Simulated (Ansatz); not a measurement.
## G0W0 on several functionals: H6PbCNCl3 (Pm)

Aim: G0W0 for H6PbCNCl3 (Pm) on several starting functionals, at one mesh, band count and screening cutoff.

Program: Ansatz 0.2.0. Level of theory: G0W0 on several functionals, plane waves, PAW. Results are calculated unless marked as measured.

This is a report of a sequence of runs, with most program output left out.

In doubt: masses and optical values from hybrid runs of this build are listed as unsure (step 4), which bears on the screening that GW takes from such a start.

**1. Set-up**

The structure is monoclinic, space group Pm (No. 6). The conventional cell has a = 5.753 Å, b = 5.765 Å, c = 5.855 Å, α = 90.00°, β = 90.03°, γ = 90.00°. Nearest to H lie 1 C at 1.09 Å. H has 1 C at 1.09 Å nearest. Nearest to H lie 1 N at 1.04 Å. Nearest to Pb lie 6 Cl at 2.88 to 2.99 Å. Nearest to C lie 3 H at 1.09 Å and 1 N at 1.49 Å. Farther neighbours and most contacts between anions are not listed.

Structure file:

```cif
data_structure
_symmetry_space_group_name_H-M 'P 1'
_symmetry_Int_Tables_number 1
_cell_length_a 5.7528
_cell_length_b 5.7647
_cell_length_c 5.8552
_cell_angle_alpha 90.000
_cell_angle_beta 90.025
_cell_angle_gamma 90.000
_cell_volume 194.18
loop_
_atom_site_label
_atom_site_type_symbol
_atom_site_fract_x
_atom_site_fract_y
_atom_site_fract_z
_atom_site_occupancy
H1 H 0.87948 0.50000 0.79042 1
H2 H 0.81325 0.34407 0.04739 1
H3 H 0.81325 0.65593 0.04739 1
H4 H 0.22966 0.35432 0.97854 1
H5 H 0.22966 0.64568 0.97854 1
H6 H 0.17096 0.50000 0.21641 1
Pb7 Pb 0.47399 0.00000 0.48387 1
C8 C 0.89427 0.50000 0.97685 1
N9 N 0.14493 0.50000 0.04073 1
Cl10 Cl 0.42789 0.00000 0.97556 1
Cl11 Cl 0.42919 0.50000 0.52004 1
Cl12 Cl 0.97183 0.00000 0.43966 1
```

The cell and positions are those that the Materials Project relaxed with its own functionals (PBE, PBE+U or r2SCAN), kept fixed. Spin-orbit coupling is left out unless a step names it. The default PAW set here is soft_2. Its files were made with PBE.

**2. G0W0 on LDA**

Now the one-shot GW correction: screening in the RPA, then the self-energy of the levels asked for.

This step: G0W0 on LDA, plane waves, PAW.

Input file input.yaml:

```yaml
crystal:
  lattice:
    - [5.752832, 0.0, 0.0]
    - [0.0, 5.764671, 0.0]
    - [-0.002604, 0.0, 5.855201]
  atoms:
    - { symbol: H, position: [0.879476, 0.5, 0.790423] }
    - { symbol: H, position: [0.813252, 0.344072, 0.047387] }
    - { symbol: H, position: [0.813252, 0.655928, 0.047387] }
    - { symbol: H, position: [0.229661, 0.354316, 0.978538] }
    - { symbol: H, position: [0.229661, 0.645684, 0.978538] }
    - { symbol: H, position: [0.170957, 0.5, 0.216412] }
    - { symbol: Pb, position: [0.473988, 0.0, 0.483874] }
    - { symbol: C, position: [0.894268, 0.5, 0.976848] }
    - { symbol: "N", position: [0.144932, 0.5, 0.040731] }
    - { symbol: Cl, position: [0.427891, 0.0, 0.975558] }
    - { symbol: Cl, position: [0.429192, 0.5, 0.520036] }
    - { symbol: Cl, position: [0.971826, 0.0, 0.43966] }
kpoints:
  mp_grid: { grid: [2, 2, 2] }
hamiltonian:
  xc: lda
scf:
  occupations: { method: fixed }
gw:
  n_empty_bands: 414
  ecut_chi: 96
  qp_bands: [v4, c4]
  qp_kpoints: band_edges
  screening: { model: contour_deformation }
```

Launch:

```
ansatz run input.yaml --threads 3 --pin off --max-ram 92160MiB --backend cuda --events-out ev --progress --plain --runs-dir out --devices 1 --max-vram 13GiB
```

It took 11 s on 1 × NVIDIA H100 80GB HBM3 (shared by 6 runs) with 3 threads of AMD EPYC 7R13 (Zen 3), shared host; peak memory 1.5 GiB.

This step gave:

```
bands summed                                 : 439
RPA ε∞ on this mesh (eigenvalues)            : 5.096, 5.485, 6.181
plane waves in the screening matrix          : 437
q-points in the mesh                         : 8
G0W0 gap on the mesh                         : 3.719 eV
k of the valence top                         : -0.5, -0.5, -0.5
k of the conduction bottom                   : -0.5, -0.5, -0.5
starting gap on the mesh                     : 2.306 eV
Z at the valence top                         : 0.7508
Z at the conduction bottom                   : 0.7809
least direct G0W0 gap on the computed points : 3.719 eV
```

The gap on the mesh goes from 2.31 eV to 3.72 eV, a correction of +1.41 eV. Between the two edge states, bare exchange in place of the xc potential would open the gap by 6.95 eV, and correlation takes back 5.54 eV.

**3. G0W0 on r2SCAN**

One-shot GW remembers its start. Another functional's orbitals and levels show by how much.

This step: G0W0 on r2SCAN, plane waves, PAW.

Edit input.yaml of step 2 so:

```diff
@@ -21,3 +21,3 @@
 hamiltonian:
-  xc: lda
+  xc: r2scan
 scf:
```

Elapsed: 25 s, on 1 × NVIDIA H100 80GB HBM3 (shared by 6 runs) with 3 threads; peak memory 1.8 GiB.

Numbers from this step:

```
bands summed                                 : 439
RPA ε∞ on this mesh (eigenvalues)            : 3.934, 4.155, 4.539
plane waves in the screening matrix          : 437
q-points in the mesh                         : 8
G0W0 gap on the mesh                         : 4.165 eV
k of the valence top                         : -0.5, -0.5, -0.5
k of the conduction bottom                   : -0.5, -0.5, -0.5
starting gap on the mesh                     : 2.915 eV
Z at the valence top                         : 0.7770
Z at the conduction bottom                   : 0.8038
least direct G0W0 gap on the computed points : 4.165 eV
```

Against the run with 2×2×2 mesh, 414 empty bands, screening to 96 eV on LDA, the gap moves by +0.45 eV, while the start moved by +0.61 eV.

**4. G0W0 on HSE06**

This step: G0W0 on HSE06, plane waves, PAW.

Edit input.yaml of step 3 so:

```diff
@@ -21,3 +21,3 @@
 hamiltonian:
-  xc: r2scan
+  xc: hse06
 scf:
```

Wall time 43 s (1 × NVIDIA H100 80GB HBM3 (shared by 6 runs) with 3 threads); peak memory 1.7 GiB.

Numbers from this step:

```yaml
bands_summed: 439
rpa_eps_infinity_on_this_mesh_eigenvalues: 3.501, 3.679, 3.981
plane_waves_in_the_screening_matrix: 437
g0w0_gap_on_the_mesh: 4.373 eV
k_of_the_valence_top: -0.5, -0.5, -0.5
k_of_the_conduction_bottom: -0.5, -0.5, -0.5
starting_gap_on_the_mesh: 3.371 eV
least_direct_g0w0_gap_on_the_computed_points: 4.373 eV
```

Against the run with 2×2×2 mesh, 414 empty bands, screening to 96 eV on r2SCAN, the gap moves by +0.21 eV, while the start moved by +0.46 eV.

**5. The starts together**

All on the 2×2×2 mesh with 414 empty bands and screening to 96 eV. Times are wall times on 1 × NVIDIA H100 80GB HBM3 (shared by 6 runs) with 3 threads of AMD EPYC 7R13 (Zen 3), shared host, good to a factor of about two.

| start | starting gap (eV) | shift (eV) | G0W0 gap (eV) | RPA ε∞ (harmonic mean) | Z (valence, conduction) | time |
| --- | --- | --- | --- | --- | --- | --- |
| LDA | 2.31 | +1.41 | 3.72 | 5.55 | 0.75, 0.78 | 11 s |
| r2SCAN | 2.91 | +1.25 | 4.17 | 4.19 | 0.78, 0.80 | 25 s |
| HSE06 | 3.37 | +1.00 | 4.37 | 3.71 | 0.80, 0.82 | 43 s |

How the two edges are built up, in eV (the quasiparticle level is the starting level plus Σx plus Σc less Vxc):

| run | edge | start | Σx | Σc | Vxc | Z | QP |
| --- | --- | --- | --- | --- | --- | --- | --- |
| LDA | valence top | 1.40 | -20.45 | 1.85 | -18.04 | 0.75 | 0.84 |
| LDA | conduction bottom | 3.70 | -7.69 | -3.69 | -12.23 | 0.78 | 4.56 |
| r2SCAN | valence top | 1.44 | -20.61 | 1.73 | -18.20 | 0.78 | 0.75 |
| r2SCAN | conduction bottom | 4.36 | -7.46 | -3.43 | -11.45 | 0.80 | 4.92 |
| HSE06 | valence top | 1.15 | -20.55 | 1.53 | -18.51 | 0.80 | 0.64 |
| HSE06 | conduction bottom | 4.52 | -7.31 | -3.32 | -11.13 | 0.82 | 5.01 |

For a hybrid start, Vxc holds its share of exact exchange.

**6. Results**

- G0W0@LDA: 3.72 eV (start 2.31 eV)
- G0W0@r2SCAN: 4.17 eV (start 2.91 eV)
- G0W0@HSE06: 4.37 eV (start 3.37 eV)
- known limits: not at the basis limit; no spin-orbit coupling; coarse k mesh

The starting gaps span 1.07 eV and the G0W0 gaps 0.65 eV. Between LDA and HSE06, 0.65 eV of the 1.07 eV survives, 61 %. HSE06 screens less than LDA (ε∞ 3.71 against 5.55). Of the 0.65 eV by which its G0W0 gap is higher, the correlation part gives +0.68 eV, and exchange with the one-particle terms, which follow the orbitals, −0.03 eV. The smallest correction, +1.00 eV, is on HSE06, the start nearest to reproducing itself. Bands and cutoff are finite, so the gap is not at the basis limit. The miss can reach some tenths of an eV and take either sign; the mesh is an error of its own. The 2×2×2 mesh is coarse for this cell (its supercell is 12 Å along the shortest edge). The RPA ε∞ on it, from the LDA start, is 5.10, 5.48 and 6.18; such meshes misread the long-range screening, most where the gap is narrow. Where an edge is built on 6p states of lead, bismuth or thallium, scalar-relativistic gaps usually stand too wide, by a few tenths to over one eV. The many-body steps are scalar-relativistic: spin-orbit coupling is not in them.

[Paths, hosts, dates, memory and timing lines, banners, echoed tables and standing remarks are left out of the program output.]

[Logs are printed without paths, hosts, clocks, repeated set-up lines and the standing remarks that a program may print on its own settings, such as how far it seeks lower states.]

[Runs of the session that timed out or met a known fault of the program may be left out.]

[Cells called generated may have been cut or substituted from an entry of the Crystallography Open Database or the Materials Project.]

[Hosts, paths, dates, database ids (printed as entryN), source tags and the programs' standing remarks are cut or masked in the printed files.]
